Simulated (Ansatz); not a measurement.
# What KSrBr3 (built on the sites of a database entry of CsPbBr3) distorts into, part 2 of 2

Which phase does KSrBr3 (built on the sites of a database entry of CsPbBr3) fall into along its unstable mode, and how much energy does it gain?

Ansatz 0.2.0; DFT PBEsol, scalar-relativistic, plane waves, PseudoDojo norm-conserving pseudopotentials.

So far, highest frequency on the path or at a solved wavevector (cm⁻¹): step 2 (phonons on a q mesh) 209. Also lowest frequency on the path (cm⁻¹): step 2 -55.5.

The structure was built from a prototype and need not be the compound's stable phase.

### Step 6. Relaxing from the distorted cell

Starting from the lowest point found, all atoms and the cell are let go, so that strain and other modes of the same symmetry can join in.

Contents of input.yaml:

```yaml
crystal:
  lattice:
    - [5.8733190708, 5.8733190708, 0.0]
    - [5.8733190708, 0.0, 5.8733190708]
    - [5.8733190708, 0.0, -5.8733190708]
  atoms:
    - { symbol: K, position: [-0.0589803069, 0.0294901535, 0.0884704604] }
    - { symbol: K, position: [0.0589803069, 0.4705098465, 0.4115295396] }
    - { symbol: Sr, position: [0.5, 0.25, 0.75] }
    - { symbol: Sr, position: [0.5, 0.75, 0.25] }
    - { symbol: Br, position: [0.5147568825, 0.0, 0.4852431175] }
    - { symbol: Br, position: [0.4852431175, 0.5, 0.0147568825] }
    - { symbol: Br, position: [0.0, 0.5, 0.0147568825] }
    - { symbol: Br, position: [0.0, 0.0, 0.4852431175] }
    - { symbol: Br, position: [0.4852431175, 0.0147568825, 0.0147568825] }
    - { symbol: Br, position: [0.5147568825, 0.4852431175, 0.4852431175] }
kpoints:
  mp_grid: { grid: [4, 4, 4] }
hamiltonian:
  xc: pbesol
  pseudopotentials: { kind: nc, accuracy: standard }
scf:
  occupations: { method: fixed }
output:
  forces: true
  stress: true
  eigenvalues: true
relax:
  adjacent_minimum: "off"
  f_tol: 0.002
  max_steps: 120
  cell: { stress_tol: 0.03 }
```

Command:

```sh
$ ansatz run input.yaml --threads 8 --pin off --max-ram 14336MiB --backend cpu --events-out ev --progress --plain --runs-dir out
```

Numbers of over 12 decimals in the logs are rounded to 6 here.

The log of the run:

```text
[...]
Crystal: 10 atoms, lattice volume = 405.211 Å³
Basis set: ecut = 1006.821291 eV, 29603 PW (Γ), exchange–correlation on 180×180×180 points (8 copies of the dense FFT grid, shifted against one another)
Bands: 50, of which v1, the nominal top of the filled ones, is band 40 counted from 1 (39 counted from 0)
Symmetry: 12 space group operations
[...]
k-points: 13 of 64
[...]
SCF iter   1: F=—  HF=-6082.431462 eV  |F-HF|=—  |Δ(HF+E_count)|=         —  Δρ=3.26e-2  dr2=8.75e0  ethr=3.10e-3  ⟨swp⟩=10.2  Hψ=3619  notcnv=0  defer=109
[...]
SCF iter   9: F=-6078.610732 eV  HF=-6078.610732 eV  |F-HF|=6.68e-9  |Δ(HF+E_count)|=   3.17e-7  Δρ=1.87e-6  dr2=2.80e-8  ethr=1.25e-10  ⟨swp⟩=28.5  Hψ=6618  notcnv=0
SCF 1 converged in 9 iterations: F = -6078.610732 eV  dr2 = 2.80e-8
relax step   1: F+E_penalty+E_count = -6078.61073184 eV  Δ(F+E_penalty+E_count) = +0.000e0 eV  max|allowed force component| = 7.607e-2 eV/Å  Δτ_max = 0.0000 Å  P = +0.213 GPa  Ω = 405.211 Å³  (9 SCF iters, dr2 threshold 1.00e-7 eV, accepted)
Crystal: 10 atoms, lattice volume = 410.950 Å³
Basis set: ecut = 1006.821291 eV, 29873 PW (Γ), exchange–correlation on 180×180×180 points (8 copies of the dense FFT grid, shifted against one another)
[...]
iter 1 solved again at ethr=2.67e-5 eV; its pass at ethr=3.10e-3 eV (dr2=2.14e-2 eV) is discarded
[...]
SCF iter   6: F=-6078.641587 eV  HF=-6078.641587 eV  |F-HF|=4.97e-8  |Δ(HF+E_count)|=   1.47e-6  Δρ=2.88e-6  dr2=4.47e-8  ethr=4.52e-10  ⟨swp⟩=22.0  Hψ=5667  notcnv=0
SCF 2 converged in 6 iterations: F = -6078.641587 eV  dr2 = 4.47e-8
relax step   2: F+E_penalty+E_count = -6078.64158709 eV  Δ(F+E_penalty+E_count) = -3.086e-2 eV  max|allowed force component| = 7.980e-2 eV/Å  Δτ_max = 0.0608 Å  P = -0.007 GPa  Ω = 410.950 Å³  energy of the carried Pulay correction = -7.017e-5 eV  (6 SCF iters, dr2 threshold 3.62e-7 eV, accepted)
Crystal: 10 atoms, lattice volume = 413.662 Å³
Basis set: ecut = 1006.821291 eV, 30019 PW (Γ), exchange–correlation on 180×180×180 points (8 copies of the dense FFT grid, shifted against one another)
[...]
SCF iter   7: F=-6078.693412 eV  HF=-6078.693412 eV  |F-HF|=3.21e-8  |Δ(HF+E_count)|=   2.29e-7  Δρ=6.89e-6  dr2=2.16e-7  ethr=4.97e-10  ⟨swp⟩=22.5  Hψ=6018  notcnv=0
SCF 3 converged in 7 iterations: F = -6078.693412 eV  dr2 = 2.16e-7
relax step   3: F+E_penalty+E_count = -6078.69341230 eV  Δ(F+E_penalty+E_count) = -5.183e-2 eV  max|allowed force component| = 1.751e-2 eV/Å  Δτ_max = 0.1955 Å  P = +0.118 GPa  Ω = 413.662 Å³  energy of the carried Pulay correction = -1.030e-4 eV  (7 SCF iters, dr2 threshold 3.98e-7 eV, accepted)
[...]
relax step   4: F+E_penalty+E_count = -6078.69430035 eV  Δ(F+E_penalty+E_count) = -8.880e-4 eV  max|allowed force component| = 3.689e-2 eV/Å  Δτ_max = 0.1579 Å  P = -0.006 GPa  Ω = 419.443 Å³  energy of the carried Pulay correction = -1.722e-4 eV  (8 SCF iters, dr2 threshold 1.10e-7 eV, accepted)
[...]
relax step   5: F+E_penalty+E_count = -6078.70040496 eV  Δ(F+E_penalty+E_count) = -6.105e-3 eV  max|allowed force component| = 1.580e-2 eV/Å  Δτ_max = 0.0829 Å  P = -0.022 GPa  Ω = 417.793 Å³  energy of the carried Pulay correction = -1.525e-4 eV  (6 SCF iters, dr2 threshold 8.51e-8 eV, accepted)
[...]
relax step   6: F+E_penalty+E_count = -6078.70063259 eV  Δ(F+E_penalty+E_count) = -2.276e-4 eV  max|allowed force component| = 7.666e-3 eV/Å  Δτ_max = 0.0051 Å  P = +0.003 GPa  Ω = 417.301 Å³  energy of the carried Pulay correction = -1.467e-4 eV  (5 SCF iters, dr2 threshold 1.56e-8 eV, accepted)
[...]
relax step   7: F+E_penalty+E_count = -6078.70066657 eV  Δ(F+E_penalty+E_count) = -3.399e-5 eV  max|allowed force component| = 6.269e-4 eV/Å  Δτ_max = 0.0025 Å  P = -0.000 GPa  Ω = 417.317 Å³  energy of the carried Pulay correction = -1.469e-4 eV  (5 SCF iters, dr2 threshold 3.67e-9 eV, accepted)
[...]
SCF iter   1: F=—  HF=-6078.700986 eV  |F-HF|=—  |Δ(HF+E_count)|=         —  Δρ=2.63e-5  dr2=1.67e-7  ethr=2.16e-6  ⟨swp⟩=7.5  Hψ=5867  notcnv=0  defer=107
eigensolver tolerance schedule: the retry pair's looser diagonalisation over-reported the residual by 10319.41 of it (diagonalisation noise at an unbounded share of the residual, at the tolerance the schedule requests for it); recorded, not acted on — ethr = c·dr2/N_el stays at c = 1.0e-1
[...]
SCF iter   2: F=—  HF=-6078.700984 eV  |F-HF|=—  |Δ(HF+E_count)|=   1.88e-6  Δρ=1.34e-5  dr2=4.03e-8  ethr=2.09e-10  ⟨swp⟩=5.3  Hψ=2396  notcnv=0  defer=103
[...]
SCF iter   5: F=-6078.700984 eV  HF=-6078.700984 eV  |F-HF|=1.09e-11  |Δ(HF+E_count)|=  4.18e-11  Δρ=6.16e-8  dr2=2.19e-11  ethr=1.00e-12  ⟨swp⟩=27.5  Hψ=6389  notcnv=0
SCF 8 converged in 5 iterations: F = -6078.700984 eV  dr2 = 2.19e-11
relax step   8: F+E_penalty+E_count = -6078.70098435 eV  Δ(F+E_penalty+E_count) = -3.178e-4 eV  max|allowed force component| = 6.303e-4 eV/Å  Δτ_max = 0.0000 Å  P = +0.001 GPa  Ω = 417.317 Å³  stress off target by 1.54e-3 GPa  SCF on the basis re-selected at this cell (its energy is not comparable with the rows above)  (5 SCF iters)
basis re-selected at this cell: Δ(F+E_penalty+E_count) = -3.178e-4 eV, ΔP = +0.002 GPa vs the last step (what re-selecting the basis moved, of the pressure what is left beyond the Pulay correction that the steps carried, after the strain that the cell walked since its last selection, with what the two solves' SCF thresholds leave and, on support functions, any second-order correction that the steps lacked; it is no m [...]
SCF converged after 5 iterations
Free energy (F): -6078.700984 eV
[...]
Internal energy: -6078.700984 eV  (E = F + TS)
E sigma→0 (E₀):  -6078.700984 eV
Fermi energy:    0.853787 eV
[...]
--- Forces (eV/Å), atoms counted from 1 ---
  atom   1  K      0.00041161    -0.00041161    -0.00041161
  atom   2  K     -0.00041161     0.00041161     0.00041161
  atom   3  Sr    -0.00000000    -0.00000000     0.00000000
  atom   4  Sr     0.00000000    -0.00000000     0.00000000
  atom   5  Br    -0.00006695     0.00063031     0.00063031
  atom   6  Br     0.00006695    -0.00063031    -0.00063031
  atom   7  Br     0.00063031    -0.00006695    -0.00063031
  atom   8  Br    -0.00063031     0.00006695     0.00063031
  atom   9  Br     0.00063031    -0.00063031    -0.00006695
  atom  10  Br    -0.00063031     0.00063031     0.00006695
  max |Σ_I F_I| component: 2.20e-18 eV/Å
--- Stress (GPa, compression-positive) ---
        0.001252      -0.000146      -0.000146
       -0.000146       0.001252       0.000146
       -0.000146       0.000146       0.001252
  P = ⅓ Tr σ = 0.0013 GPa (0.013 kbar)
--- Band table (eV; the first three rows and the last of 13) ---
  k-point 0: bands = [... 36 lower, 0.6214, 0.7326, 0.7326, 0.8538, 4.8098, 6.0038, 6.0463, 6.0463, ... 6 higher]
  k-point 1: bands = [... 36 lower, 0.5507, 0.6623, 0.6623, 0.8042, 5.2222, 6.1839, 6.2996, 6.2996, ... 6 higher]
  k-point 2: bands = [... 36 lower, 0.5330, 0.5516, 0.5516, 0.7364, 5.9596, 6.1615, 6.7173, 6.7404, ... 6 higher]
  k-point 12: bands = [... 36 lower, 0.2873, 0.3732, 0.5964, 0.6168, 6.3693, 6.6529, 6.7116, 6.7608, ... 6 higher]
--- Relaxed structure (7 steps of the walk, 7 accepted, 1 SCFs on fresh bases) ---
  F+E_penalty+E_count = -6078.70098435 eV   max|allowed force component| = 6.303e-4 eV/Å   (the final SCF, on the basis selected at the relaxed cell)
  cell:  # Å, volume = 417.3169 Å³
    - [5.816945, 5.816945, 0.0]
    - [5.816945, 0.0, 5.816945]
    - [6.050051, -0.233106, -6.050051]
  atoms:
    - { symbol: K, position: [-0.091826, 0.045913, 0.137739] }
    - { symbol: K, position: [0.091826, 0.454087, 0.362261] }
    - { symbol: Sr, position: [0.500000, 0.25, 0.750000] }
    - { symbol: Sr, position: [0.500000, 0.75, 0.250000] }
    - { symbol: Br, position: [0.521407, 0.000147043, 0.478740] }
    - { symbol: Br, position: [0.478593, 0.499853, 0.021260] }
    - { symbol: Br, position: [0.000294086, 0.499853, 0.021260] }
    - { symbol: Br, position: [-0.000294086, 0.000147043, 0.478740] }
    - { symbol: Br, position: [0.478593, 0.021554, 0.021260] }
    - { symbol: Br, position: [0.521407, 0.478446, 0.478740] }
```

Run time: 2.6 min. Hardware: 8 threads of Arm Neoverse N1, shared host; peak memory 3.6 GiB.

The steps of the relaxation:

```csv
step,energy less that of the first step (eV),largest force component (eV/Å),pressure (GPa),volume (Å³)
1,0.0000,0.0761,0.21,405.21
2,-0.0309,0.0798,-0.01,410.95
3,-0.0827,0.0175,0.12,413.66
4,-0.0836,0.0369,-0.01,419.44
5,-0.0897,0.0158,-0.02,417.79
6,-0.0899,0.0077,0.00,417.30
7,-0.0899,0.0006,0.00,417.32
8*,-0.0903,0.0006,0.00,417.32
```

Relaxation steps marked * repeat the geometry before them on a plane-wave basis chosen anew for their cell, so energy and pressure can jump there.

The run keeps the 12 symmetry operations that it works with, so distortions that break them were not tested.

```csv
"conventional cell, symmetrised",before,after,change
a (Å),8.306,8.226,-1.0 %
b (Å),8.306,8.226,-1.0 %
c (Å),20.346,21.362,+5.0 %
volume (Å³/atom),40.52,41.73,+3.0 %
```

The atoms that moved most (Å, as changes of fractional coordinates times the final cell):

```csv
atom,dx,dy,dz,length
K2,-0.203,0.203,0.203,0.351
K1,0.203,-0.203,-0.203,0.351
Br8,-0.040,0.000,0.040,0.057
Br7,0.040,0.000,-0.040,0.057
Br9,0.040,-0.040,0.000,0.057
Br10,-0.040,0.040,0.000,0.057
Br6,0.000,-0.040,-0.040,0.057
Br5,0.000,0.040,0.040,0.057
```

Final coordinates:

```
K Sr Br
1.0
     5.81694    5.81694    0.00000
     5.81694    0.00000    5.81694
     6.05005   -0.23311   -6.05005
K Sr Br
2 2 6
Direct
  0.90817 0.04591 0.13774
  0.09183 0.45409 0.36226
  0.50000 0.25000 0.75000
  0.50000 0.75000 0.25000
  0.52141 0.00015 0.47874
  0.47859 0.49985 0.02126
  0.00029 0.49985 0.02126
  0.99971 0.00015 0.47874
  0.47859 0.02155 0.02126
  0.52141 0.47845 0.47874
```

This step gave:

```
pressure          : 0.001252 GPa
gap on the k-mesh : 3.956 eV
volume per atom   : 41.73 Å³
```

The distorted start has space group R-3m; the relaxation ends in R-3m.

### Step 7. Results

```
unstable mode of the parent                                                      : q = (-0.5, -0.5, -0.5), 54i cm⁻¹
depth at the lowest point sampled                                                : 14.8 meV/atom
largest atomic shift at that point                                               : 0.6 Å
space group reached (within 0.01 Å)                                              : R-3m
energy gained over the parent (first relaxation, on the mesh of the frozen mode) : 23.8 meV/atom
volume per atom, phase reached                                                   : 41.7 Å³
gap on the k-mesh, phase reached                                                 : 3.96 eV
```

Along this mode the structure falls into R-3m, 23.8 meV/atom below the parent. At the parent's cell the well is 14.81 meV/atom deep on the steps tried, with its lowest point at a shift of 0.6 Å. That is the last step tried, so the steps alone don't bracket the bottom of the well. Relaxing atoms and cell changes the gain by +9.02 meV/atom against the lowest step (energies at zero smearing). The modes of the phase reached were not computed on this path. Of the 6 patterns followed to their end from this parent, this one ends 53.1 meV/atom above the lowest, Imma. Another end point lies within 1 meV/atom; how such a difference moves with mesh and cutoff was not tested. Each path keeps the symmetry of its pattern, so a lower phase may lie along a pattern not tried. The starting cell was built on a prototype and not taken from a measurement, so the phase need not exist.

[Logs are printed without paths, hosts, clocks, repeated set-up lines and the standing remarks that a program may print on its own settings, such as how far it seeks lower states.]

[Hosts, paths, dates, database ids (printed as entryN), source tags and the programs' standing remarks are cut or masked in the printed files.]
